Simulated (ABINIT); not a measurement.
Planning a run of ABINIT 10.8.3 on TiO2 (Anatase). The input:

```
acell 3*1.0 Angstrom
rprim 
  -1.892100000000 1.892100000000 4.757300000000
  1.892100000000 -1.892100000000 4.757300000000
  1.892100000000 1.892100000000 -4.757300000000
ntypat 2
znucl 22 8
natom 6
typat 1 1 2 2 2 2
xred 
  0.000000000000 0.000000000000 0.000000000000
  0.750000000000 0.250000000000 0.500000000000
  0.208100000000 0.208100000000 0.000000000000
  0.958100000000 0.458100000000 0.500000000000
  0.541900000000 0.041900000000 0.500000000000
  0.791900000000 0.791900000000 0.000000000000
pp_dirpath "pseudos"
pseudos "Ti.upf, O.upf"
ecut 38
ngkpt 4 4 4
nshiftk 1
shiftk 0 0 0
kptopt 1
chksymbreak 0
istwfk *1
occopt 1
irdwfk 1
optdriver 4
nband 118
gwcalctyp 0
ecutsigx 38
symsigma 1
nkptgw 3
kptgw 
  0.5000000000 0.5000000000 0.0000000000
  0.0000000000 0.0000000000 0.0000000000
  -0.2500000000 -0.2500000000 0.2500000000
bdgw 
  23 26
  23 26
  23 26
ecuteps 5.6
irdscr 1
ppmodel 2
indata_prefix "in"
outdata_prefix "out"
tmpdata_prefix "tmp"
```

```sh
OMP_NUM_THREADS=1 mpirun -n 4 abinit run.abi > log
```

Question: Estimate wall time and host memory on 4 MPI ranks of Arm Neoverse V1, shared host.

It took 70 s; on shared hardware allow 35 s to 2.3 min. Peak host memory was 10 GiB.

[Paths, hosts, dates, memory and timing lines, banners, echoed tables and standing remarks are left out of the program output.]

[Logs are printed without paths, hosts, clocks, repeated set-up lines and the standing remarks that a program may print on its own settings, such as how far it seeks lower states.]

[Runs of the session that timed out or met a known fault of the program may be left out.]

[Hosts, paths, dates, database ids (printed as entryN), source tags and the programs' standing remarks are cut or masked in the printed files.]

[G0W0 gaps are taken among the corrected bands and points alone; a level outside them can change the order at an edge.]

[Where Ansatz stands beside ABINIT at settings called matched, ABINIT's density can come from a denser mesh and the files from another edition; pairs whose starting gaps differed by over 0.03 eV were left out, so agreement reads better than it is.]
